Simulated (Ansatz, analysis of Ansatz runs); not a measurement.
**Can an added hole hop between V atoms in VSO5 (P4/n)?**

Aim: the energy barrier that a trapped hole meets when it moves from one V atom to another one nearby in VSO5 (P4/n). The model is a cell of 56 host atoms.

Main program and level: Ansatz 0.2.0; plane-wave PAW DFT, PBEsol+U; relaxation of all atoms of a supercell at fixed charge in a uniform background; PAW set soft_1.

## Step 1: Starting point

The cell holds 56 atoms: 8 V, 8 S and 40 O. Cell: a = 8.875 Å, b = 8.875 Å, c = 8.095 Å, α = 90.0°, β = 90.0°, γ = 90.0°. It derives from VSO5 (space group P4/n). Nearest the centre at fractional (0.750, 0.750, 0.440): O14 at 0.43 Å, V4 at 2.02 Å, V32 at 2.02 Å, O40 at 2.56 Å, O48 at 2.56 Å, O46 at 2.56 Å, O38 at 2.56 Å, O10 at 3.11 Å.

Hubbard terms: V d 5.0 eV. They were chosen, not fitted, to curb self-interaction in the shells named, the trial site's among them. The two sites are V32 and V4. The cell's shortest repeat is 8.1 Å. The host's moments were started antiferromagnetic in the unit cell, high spin; both sites carry the same spin direction.

## Step 2: The cell without the carrier

The neutral cell is relaxed first, from small random displacements, so that bond lengths and moments with the carrier can be set beside those of a relaxed cell without it.

Contents of neutral.relax/input.yaml:

```yaml
crystal:
  lattice:
    - [6.27588807, 6.27588807, 0.0]
    - [-6.27588807, 6.27588807, 0.0]
    - [0.0, 0.0, 8.09526661]
  atoms:
    - { symbol: V, position: [0.25, 0.75, 0.309844], spin: 1.0 }
    - { symbol: V, position: [0.75, 0.25, 0.309844], spin: 1.0 }
    - { symbol: V, position: [0.25, 0.25, 0.190157], spin: -1.0 }
    - { symbol: V, position: [0.75, 0.75, 0.190157], spin: -1.0 }
    - { symbol: S, position: [0.0, 0.0, 0.25] }
    - { symbol: S, position: [0.5, 0.5, 0.25] }
    - { symbol: S, position: [0.0, 0.5, 0.25] }
    - { symbol: S, position: [0.5, 0.0, 0.25] }
    - { symbol: O, position: [0.38817, 0.076347, 0.142448] }
    - { symbol: O, position: [0.88817, 0.576347, 0.142448] }
    - { symbol: O, position: [0.076347, 0.11183, 0.142448] }
    - { symbol: O, position: [0.576347, 0.61183, 0.142448] }
    - { symbol: O, position: [0.25, 0.25, 0.387515] }
    - { symbol: O, position: [0.75, 0.75, 0.387515] }
    - { symbol: O, position: [0.25, 0.75, 0.112487] }
    - { symbol: O, position: [0.75, 0.25, 0.112487] }
    - { symbol: O, position: [0.423653, 0.38817, 0.142448] }
    - { symbol: O, position: [0.923653, 0.88817, 0.142448] }
    - { symbol: O, position: [0.11183, 0.423653, 0.142448] }
    - { symbol: O, position: [0.61183, 0.923653, 0.142448] }
    - { symbol: O, position: [0.38817, 0.576347, 0.357552] }
    - { symbol: O, position: [0.88817, 0.076347, 0.357552] }
    - { symbol: O, position: [0.076347, 0.61183, 0.357552] }
    - { symbol: O, position: [0.576347, 0.11183, 0.357552] }
    - { symbol: O, position: [0.423653, 0.88817, 0.357552] }
    - { symbol: O, position: [0.923653, 0.38817, 0.357552] }
    - { symbol: O, position: [0.11183, 0.923653, 0.357552] }
    - { symbol: O, position: [0.61183, 0.423653, 0.357552] }
    - { symbol: V, position: [0.25, 0.75, 0.809844], spin: 1.0 }
    - { symbol: V, position: [0.75, 0.25, 0.809844], spin: 1.0 }
    - { symbol: V, position: [0.25, 0.25, 0.690157], spin: -1.0 }
    - { symbol: V, position: [0.75, 0.75, 0.690157], spin: -1.0 }
    - { symbol: S, position: [0.0, 0.0, 0.75] }
    - { symbol: S, position: [0.5, 0.5, 0.75] }
    - { symbol: S, position: [0.0, 0.5, 0.75] }
    - { symbol: S, position: [0.5, 0.0, 0.75] }
    - { symbol: O, position: [0.38817, 0.076347, 0.642448] }
    - { symbol: O, position: [0.88817, 0.576347, 0.642448] }
    - { symbol: O, position: [0.076347, 0.11183, 0.642448] }
    - { symbol: O, position: [0.576347, 0.61183, 0.642448] }
    - { symbol: O, position: [0.25, 0.25, 0.887515] }
    - { symbol: O, position: [0.75, 0.75, 0.887515] }
    - { symbol: O, position: [0.25, 0.75, 0.612487] }
    - { symbol: O, position: [0.75, 0.25, 0.612487] }
    - { symbol: O, position: [0.423653, 0.38817, 0.642448] }
    - { symbol: O, position: [0.923653, 0.88817, 0.642448] }
    - { symbol: O, position: [0.11183, 0.423653, 0.642448] }
    - { symbol: O, position: [0.61183, 0.923653, 0.642448] }
    - { symbol: O, position: [0.38817, 0.576347, 0.857552] }
    - { symbol: O, position: [0.88817, 0.076347, 0.857552] }
    - { symbol: O, position: [0.076347, 0.61183, 0.857552] }
    - { symbol: O, position: [0.576347, 0.11183, 0.857552] }
    - { symbol: O, position: [0.423653, 0.88817, 0.857552] }
    - { symbol: O, position: [0.923653, 0.38817, 0.857552] }
    - { symbol: O, position: [0.11183, 0.923653, 0.857552] }
    - { symbol: O, position: [0.61183, 0.423653, 0.857552] }
basis:
  ecutwfc: 420
  xc_grid: 2
hamiltonian:
  xc: pbesol
  hubbard:
    sites: [{ species: V, l: d, u_eff: 5.0 }]
    projectors: ortho-atomic
  pseudopotentials: { kind: paw, azcp: { folder: soft_1 }, xc_functional: pbe }
kpoints:
  mp_grid: { grid: [1, 1, 1] }
magnetization:
  spin_polarized: true
  initial_magnetization: 0
  spin_locking: { lock_magnetization: hard }
scf:
  occupations: { method: fermi_dirac, width: 0.01 }
  max_iter: 120
  lower_state_search: "off"
output:
  forces: true
relax:
  f_tol: 0.02
  max_steps: 70
  random_displacement: { amplitude: 0.04, seed: 1830 }
checkpoint:
  write: "../neutral.relax.run"
  compress: false
  write_wavefunctions: true
  write_every: 100000
```

The run is started by

```sh
> ansatz run input.yaml --threads 32 --pin off --max-ram 84787MiB --backend cuda --events-out ev --progress --plain --runs-dir out --max-vram 78GiB
```

Numbers of over 12 decimals in the logs are rounded to 6 here.

The log of the run:

```text
[... repeated set-up lines and file paths are left out, and long positions are rounded to six places ...]
Engine: ansatz 0.2.0, aarch64-unknown-linux-gnu
Pseudopotentials: kind: paw
Pseudopotential: V, paw, valence charge 13, recommended cutoff 420 eV (normal), soft_1/V.paw.azcp
Pseudopotential: S, paw, valence charge 6, recommended cutoff 420 eV (normal), soft_1/S.paw.azcp
Pseudopotential: O, paw, valence charge 6, recommended cutoff 420 eV (normal), soft_1/O.paw.azcp
Functional definition: PBEsol
  exchange = pbesol_x
  correlation = pbesol_c
[...]
Crystal: 56 atoms, lattice volume = 637.693 Å³
Basis set: ecut = 420 eV, 12411 PW (Γ), exchange–correlation on 120×120×120 points (8 copies of the dense FFT grid, shifted against one another)
Bands: 252, of which v1, the nominal top of the filled ones, is band 196 counted from 1 (195 counted from 0)
Symmetry: 1 space group operations
k-points: 1
Non-local potential: V, projectors of the file, l = 0: 3, l = 1: 2, l = 2: 3, l = 3: 1
Non-local potential: S, projectors of the file, l = 0: 2, l = 1: 2, l = 2: 1
Non-local potential: O, projectors of the file, l = 0: 2, l = 1: 2, l = 2: 1
PAW form: soft (Blöchl's): semilocal exchange-correlation on the pseudo side does not see the compensation charge
PAW frozen core: V, regenerated for the run's functional, and the local potential with it (the file was generated under x = pbe(κ = 0.804, μ = 0.219515), c = pbe(β = 0.066725))
PAW frozen core: S, regenerated for the run's functional, and the local potential with it (the file was generated under x = pbe(κ = 0.804, μ = 0.219515), c = pbe(β = 0.066725))
[...]
E_band       = -3307.377662
  E_kinetic    = 10032.758275
  E_local      = -29830.788119  (includes V_loc(G=0)·N_el)
  E_nonlocal   = 3008.685580
  E_hartree    = 11208.159266
  E_xc         = -4434.570051
  E_vxc        = -5435.140230  (∫ρ·V_xc dr)
  E_hubbard    = 31.186463  (on-site DFT+U / exact-exchange correction)
  E_vhub       = 0.574182  (the Hubbard potential's part of the band-sum identity)
  E_paw        = -19809.223553  (= ΣΔE_a)
  E_vpaw       = -3499.824635  (= ΣTr[D̂ρ^β])
  E_aug_tail   = 0.038050  (compensation charges beyond the density's cutoff)
  E_ewald      = -22769.129333
  E_core_change = 3.104546  (= ΣΔE_core)
  E_smearing   = -0.000000  (= −TS)
  E_closure    = -0.000000  (closes the sum)
  Σ components = -52559.778876   (vs F -52559.778876, Δ=0.00e0)
--- Forces (eV/Å), atoms counted from 1 ---
  atom   1  V     -0.00089418     0.00055686    -0.00209003
  atom   2  V      0.00027880     0.00019569    -0.00102252
  [... 1 atom left out ...]
  atom   4  V      0.00097582    -0.00078660     0.00108704
  [... 2 atoms left out ...]
  [... 50 more lines of this table ...]
  max |Σ_I F_I| component: 7.42e-6 eV/Å
--- Band table (eV) ---
  k-point 0 ↑: bands = ["-59.6865", "-59.6862", "-59.6855", "-59.6852", "-58.5490", "-58.5488", "-58.5470", "-58.5465", "-34.0203", [... rest cut ...]
  k-point 0 ↓: bands = ["-59.6869", "-59.6867", "-59.6851", "-59.6845", "-58.5485", "-58.5482", "-58.5474", "-58.5472", "-34.0204", [... rest cut ...]
Occupation matrices written to <dir>
--- Relaxed structure (5 steps of the walk, 5 accepted, 0 SCFs on fresh bases) ---
  F+E_penalty+E_count = -52559.77887596 eV   max|allowed force component| = 8.274e-3 eV/Å
  atoms:
    - { symbol: V, position: [0.250283, 0.750024, 0.309380] }
    - { symbol: V, position: [0.750276, 0.250066, 0.309284] }
    [... 1 atom left out ...]
    - { symbol: V, position: [0.750228, 0.750075, 0.191336] }
    [... 2 atoms left out ...]
  [... 50 more lines of this table ...]
[key lines of the parts left out:]
SCF converged after 3 iterations
Magnetization: 0.0000 μB (196.0000 up, 196.0000 down)
Free energy (F): -52559.778876 eV
Fermi energy:    6.439177 (↑ 6.439167, ↓ 6.439186) eV
```

The job ended after 4.4 s (1 × NVIDIA GB200 with 32 threads of Arm Neoverse V2, shared host; peak memory 1 GiB; 15 s of CPU time).

The largest displacement from an ideal site is 0.035 Å.

## Step 3: The hole on the first site

The nearest neighbour or neighbours of the site start displaced and the site's starting moment is changed by the carrier's spin, since a carrier doesn't trap itself in the undistorted lattice.

Contents of A.relax/input.yaml:

```yaml
crystal:
  lattice:
    - [6.27588807, 6.27588807, 0.0]
    - [-6.27588807, 6.27588807, 0.0]
    - [0.0, 0.0, 8.09526661]
  atoms:
    - { symbol: V, position: [0.250283, 0.750024, 0.30938], spin: 1.0 }
    - { symbol: V, position: [0.750276, 0.250066, 0.309284], spin: 1.0 }
    - { symbol: V, position: [0.250205, 0.250035, 0.191204], spin: -1.0 }
    - { symbol: V, position: [0.750228, 0.750075, 0.191336], spin: -1.0 }
    - { symbol: S, position: [0.000274, 4.8e-05, 0.250069] }
    - { symbol: S, position: [0.500273, 0.500047, 0.2504] }
    - { symbol: S, position: [0.000274, 0.500052, 0.250365] }
    - { symbol: S, position: [0.500242, 4.2e-05, 0.250403] }
    - { symbol: O, position: [0.385933, 0.07345, 0.143331] }
    - { symbol: O, position: [0.885952, 0.573522, 0.143355] }
    - { symbol: O, position: [0.073716, 0.114272, 0.142908] }
    - { symbol: O, position: [0.573665, 0.614348, 0.143288] }
    - { symbol: O, position: [0.249947, 0.249917, 0.387817] }
    - { symbol: O, position: [0.750274, 0.750201, 0.387957] }
    - { symbol: O, position: [0.25036, 0.749913, 0.11276] }
    - { symbol: O, position: [0.750187, 0.250165, 0.112665] }
    - { symbol: O, position: [0.426828, 0.385752, 0.143338] }
    - { symbol: O, position: [0.926766, 0.885743, 0.143065] }
    - { symbol: O, position: [0.114529, 0.42666, 0.143202] }
    - { symbol: O, position: [0.614487, 0.92659, 0.143276] }
    - { symbol: O, position: [0.386, 0.573462, 0.357516] }
    - { symbol: O, position: [0.886044, 0.073541, 0.357179] }
    - { symbol: O, position: [0.073728, 0.614305, 0.357485] }
    - { symbol: O, position: [0.573725, 0.114344, 0.357436] }
    - { symbol: O, position: [0.42683, 0.885769, 0.35753] }
    - { symbol: O, position: [0.926873, 0.385722, 0.357424] }
    - { symbol: O, position: [0.114542, 0.926631, 0.357182] }
    - { symbol: O, position: [0.61461, 0.426635, 0.357447] }
    - { symbol: V, position: [0.250137, 0.750142, 0.809298], spin: 1.0 }
    - { symbol: V, position: [0.750143, 0.250105, 0.809349], spin: 1.0 }
    - { symbol: V, position: [0.250144, 0.250101, 0.691332], spin: -1.0 }
    - { symbol: V, position: [0.750133, 0.750102, 0.691219] }
    - { symbol: S, position: [0.000138, 0.000104, 0.750462] }
    - { symbol: S, position: [0.500105, 0.500106, 0.750047] }
    - { symbol: S, position: [9.2e-05, 0.50013, 0.750398] }
    - { symbol: S, position: [0.500146, 0.00014, 0.750344] }
    - { symbol: O, position: [0.385853, 0.073542, 0.64324] }
    - { symbol: O, position: [0.885878, 0.573545, 0.643212] }
    - { symbol: O, position: [0.073558, 0.114415, 0.643391] }
    - { symbol: O, position: [0.573601, 0.614364, 0.642983] }
    - { symbol: O, position: [0.250376, 0.250153, 0.887955] }
    - { symbol: O, position: [0.749967, 0.749928, 0.875483] }
    - { symbol: O, position: [0.250022, 0.750237, 0.612677] }
    - { symbol: O, position: [0.75043, 0.250003, 0.61273] }
    - { symbol: O, position: [0.426618, 0.385855, 0.642948] }
    - { symbol: O, position: [0.926743, 0.88582, 0.643341] }
    - { symbol: O, position: [0.114352, 0.426574, 0.64338] }
    - { symbol: O, position: [0.614471, 0.926748, 0.643279] }
    - { symbol: O, position: [0.385855, 0.573571, 0.857157] }
    - { symbol: O, position: [0.88583, 0.073506, 0.857545] }
    - { symbol: O, position: [0.073569, 0.614454, 0.857406] }
    - { symbol: O, position: [0.573535, 0.114455, 0.857434] }
    - { symbol: O, position: [0.426717, 0.885837, 0.857416] }
    - { symbol: O, position: [0.926581, 0.385961, 0.857571] }
    - { symbol: O, position: [0.114454, 0.926679, 0.857524] }
    - { symbol: O, position: [0.614332, 0.426618, 0.85716] }
total_charge: 1
basis:
  ecutwfc: 420
  xc_grid: 2
hamiltonian:
  xc: pbesol
  hubbard:
    sites: [{ species: V, l: d, u_eff: 5.0 }]
    projectors: ortho-atomic
  pseudopotentials: { kind: paw, azcp: { folder: soft_1 }, xc_functional: pbe }
kpoints:
  mp_grid: { grid: [1, 1, 1] }
magnetization:
  spin_polarized: true
  initial_magnetization: 1
  spin_locking: { lock_magnetization: hard }
scf:
  occupations: { method: fermi_dirac, width: 0.01 }
  max_iter: 120
  lower_state_search: "off"
output:
  forces: true
relax:
  f_tol: 0.015
  max_steps: 70
  escape_saddle: false
checkpoint:
  write: "../A.relax.run"
  compress: false
  write_wavefunctions: true
  write_every: 100000
```

The log of the run:

```text
[...]
Crystal: 56 atoms, lattice volume = 637.693 Å³
Basis set: ecut = 420 eV, 12411 PW (Γ), exchange–correlation on 120×120×120 points (8 copies of the dense FFT grid, shifted against one another)
Bands: 252, of which v1, the nominal top of the filled ones, is band 196 counted from 1 (195 counted from 0)
Symmetry: 1 space group operations
[...]
k-points: 1
[...]
Starting moments: Σ|m| = 7 μB on 7 of 56 sites
[...]
SCF iter   1: F=—  HF=-52593.504365 eV  |Δ(HF+E_count)|=         —  Δρ=7.49e-2 (↑7.49e-2 ↓7.21e-2)  dr2=1.88e2  dr2_m=2.63e0  M=1.000 μB ∫|m|=12.477 μB  Hψ=2030
[...]
SCF iter   2: F=—  HF=-52570.515141 eV  |Δ(HF+E_count)|=    2.30e1  Δρ=4.34e-2 (↑4.34e-2 ↓4.34e-2)  dr2=4.45e1  dr2_m=1.06e0  M=1.000 μB ∫|m|=10.480 μB  Hψ=1006
[...]
SCF iter  16: F=-52564.561366 eV  HF=-52564.561369 eV  |Δ(HF+E_count)|=   3.50e-7  Δρ=2.05e-5 (↑8.02e-6 ↓2.05e-5)  dr2=5.08e-6  dr2_m=5.46e-7  M=1.000 μB ∫|m|=10.265 μB  Hψ=1628
SCF 1 converged in 16 iterations: F = -52564.561366 eV  dr2 = 5.08e-6
[...]
relax step   1: F+E_penalty+E_count = -52564.56136641 eV  Δ(F+E_penalty+E_count) = +0.000e0 eV  max|allowed force component| = 5.620e0 eV/Å  Δτ_max = 0.0000 Å  (16 SCF iters, dr2 threshold 5.63e-6 eV, accepted)
[...]
relax step   2: F+E_penalty+E_count = -52564.99349485 eV  Δ(F+E_penalty+E_count) = -4.321e-1 eV  max|allowed force component| = 2.817e0 eV/Å  Δτ_max = 0.0735 Å  (8 SCF iters, dr2 threshold 1.00e-4 eV, accepted)
relax step   3: F+E_penalty+E_count = -52565.16968446 eV  Δ(F+E_penalty+E_count) = -1.762e-1 eV  max|allowed force component| = 2.708e-1 eV/Å  Δτ_max = 0.0714 Å  (8 SCF iters, dr2 threshold 1.00e-4 eV, accepted)
relax step   4: F+E_penalty+E_count = -52565.17774118 eV  Δ(F+E_penalty+E_count) = -8.057e-3 eV  max|allowed force component| = 1.861e-1 eV/Å  Δτ_max = 0.0130 Å  (8 SCF iters, dr2 threshold 4.58e-6 eV, accepted)
relax step   5: F+E_penalty+E_count = -52565.18222889 eV  Δ(F+E_penalty+E_count) = -4.488e-3 eV  max|allowed force component| = 1.374e-1 eV/Å  Δτ_max = 0.0096 Å  (8 SCF iters, dr2 threshold 2.16e-6 eV, accepted)
relax step   6: F+E_penalty+E_count = -52565.18367218 eV  Δ(F+E_penalty+E_count) = -1.443e-3 eV  max|allowed force component| = 3.174e-2 eV/Å  Δτ_max = 0.0090 Å  (6 SCF iters, dr2 threshold 8.92e-6 eV, accepted)
relax step   7: F+E_penalty+E_count = -52565.18403528 eV  Δ(F+E_penalty+E_count) = -3.631e-4 eV  max|allowed force component| = 1.882e-2 eV/Å  Δτ_max = 0.0026 Å  (12 SCF iters, accepted)
[...]
SCF iter   3: F=—  HF=-52565.180802 eV  |Δ(HF+E_count)|=   1.97e-5  Δρ=9.46e-5 (↑8.33e-5 ↓9.46e-5)  dr2=8.43e-5  dr2_m=3.85e-6  M=1.000 μB ∫|m|=10.217 μB  Hψ=614
[...]
SCF iter   5: F=—  HF=-52565.184300 eV  |Δ(HF+E_count)|=   2.74e-6  Δρ=1.60e-5 (↑1.60e-5 ↓1.60e-5)  dr2=5.00e-6  dr2_m=2.07e-7  M=1.000 μB ∫|m|=10.216 μB  Hψ=765
[...]
SCF iter   7: F=—  HF=-52565.184304 eV  |Δ(HF+E_count)|=   2.27e-6  Δρ=1.15e-5 (↑9.22e-6 ↓1.15e-5)  dr2=2.79e-6  dr2_m=5.95e-8  M=1.000 μB ∫|m|=10.216 μB  Hψ=940
[...]
SCF iter   9: F=-52565.184305 eV  HF=-52565.184305 eV  |Δ(HF+E_count)|=   3.46e-7  Δρ=2.20e-6 (↑2.20e-6 ↓2.19e-6)  dr2=8.37e-8  dr2_m=3.60e-9  M=1.000 μB ∫|m|=10.216 μB  Hψ=2045
SCF 8 converged in 9 iterations: F = -52565.184305 eV  dr2 = 8.37e-8
relax step   8: F+E_penalty+E_count = -52565.18430451 eV  Δ(F+E_penalty+E_count) = -2.692e-4 eV  max|allowed force component| = 1.235e-2 eV/Å  Δτ_max = 0.0028 Å  (9 SCF iters, accepted)
[...]
NSCF: frozen V_eff on 1 k-points
[...]
SCF converged after 9 iterations
Stability checked in part: among states of this total moment the steps that led to this state did not find it unstable. No probe was made; neither looks for a lower state of another moment (fixed_total_moment; see scf.lower_state_search)
Magnetization: 1.0000 μB (196.0000 up, 195.0000 down)
Absolute magnetization: 10.2437 μB (∫|ρ↑−ρ↓|, with the PAW one-centre terms)
[...]
Per-site moments (μB) at R_I (Å): [(0.744636, 0.656955), (0.744636, 0.656956), (-0.747004, 0.657839), [... 6 left out ...]
Free energy (F): -52565.184305 eV
[...]
Internal energy: -52565.184305 eV  (E = F + TS)
E sigma→0 (E₀):  -52565.184305 eV
Fermi energy:    5.876665 (↑ 5.877351, ↓ 5.855425) eV
[...]
--- Forces (eV/Å), atoms counted from 1 ---
  atom   1  V      0.00000483     0.00001423     0.00140024
  atom   2  V     -0.00002386     0.00001179     0.00136854
  [... 1 atom left out ...]
  atom   4  V      0.00003940    -0.00004144     0.00529551
  [... 2 atoms left out ...]
  [... 50 more lines of this table ...]
  max |Σ_I F_I| component: 4.13e-5 eV/Å
--- Band table (eV) ---
[...]
Occupation matrices written to <dir>
--- Relaxed structure (8 steps of the walk, 8 accepted, 0 SCFs on fresh bases) ---
  F+E_penalty+E_count = -52565.18430451 eV   max|allowed force component| = 1.235e-2 eV/Å
  atoms:
    - { symbol: V, position: [0.250194, 0.750080, 0.306236] }
    - { symbol: V, position: [0.750194, 0.250080, 0.306235] }
    [... 1 atom left out ...]
    - { symbol: V, position: [0.750194, 0.750080, 0.205509] }
    [... 2 atoms left out ...]
  [... 50 more lines of this table ...]
```

Run time: 7 s. Hardware: 1 × NVIDIA GB200 with 32 threads; peak memory 1.1 GiB.

Relaxation path:

| step | energy less that of the first step (eV) | largest force component (eV/Å) |
| --- | --- | --- |
| 1 | 0.0000 | 5.6197 |
| 2 | -0.4321 | 2.8174 |
| 3 | -0.6083 | 0.2708 |
| 4 | -0.6164 | 0.1861 |
| 5 | -0.6209 | 0.1374 |
| 6 | -0.6223 | 0.0317 |
| 7 | -0.6227 | 0.0188 |
| 8 | -0.6229 | 0.0123 |

The atoms that moved most (Å):

| atom | dx | dy | dz | length |
| --- | --- | --- | --- | --- |
| O14 | 0.000 | -0.001 | 0.118 | 0.118 |
| V4 | 0.000 | 0.000 | 0.115 | 0.115 |
| V32 | 0.001 | 0.000 | -0.090 | 0.090 |
| O41 | -0.001 | -0.002 | -0.085 | 0.085 |
| V31 | 0.000 | 0.000 | -0.079 | 0.079 |
| O48 | 0.059 | -0.039 | 0.002 | 0.071 |
| O40 | 0.038 | 0.059 | 0.005 | 0.070 |
| O46 | -0.038 | -0.058 | 0.002 | 0.070 |

The moves above count from the input, in which the site's nearest neighbours were already displaced; the distances below compare with the cell without the carrier.

Distances from V32 without and with the hole:

| atom | without (Å) | with (Å) |
| --- | --- | --- |
| O42 | 1.59 | 1.56 |
| O38 | 2.01 | 1.94 |
| O40 | 2.01 | 1.94 |
| O48 | 2.01 | 1.94 |
| O46 | 2.01 | 1.94 |

The largest changes of the moments are 0.75 μB on V32, -0.15 μB on O42 and 0.02 μB on O41. The largest part sits on the chosen site.

[end of part 1 of 2]

[Logs are printed without paths, hosts, clocks, repeated set-up lines and the standing remarks that a program may print on its own settings, such as how far it seeks lower states.]

[Hosts, paths, dates, database ids (printed as entryN), source tags and the programs' standing remarks are cut or masked in the printed files.]
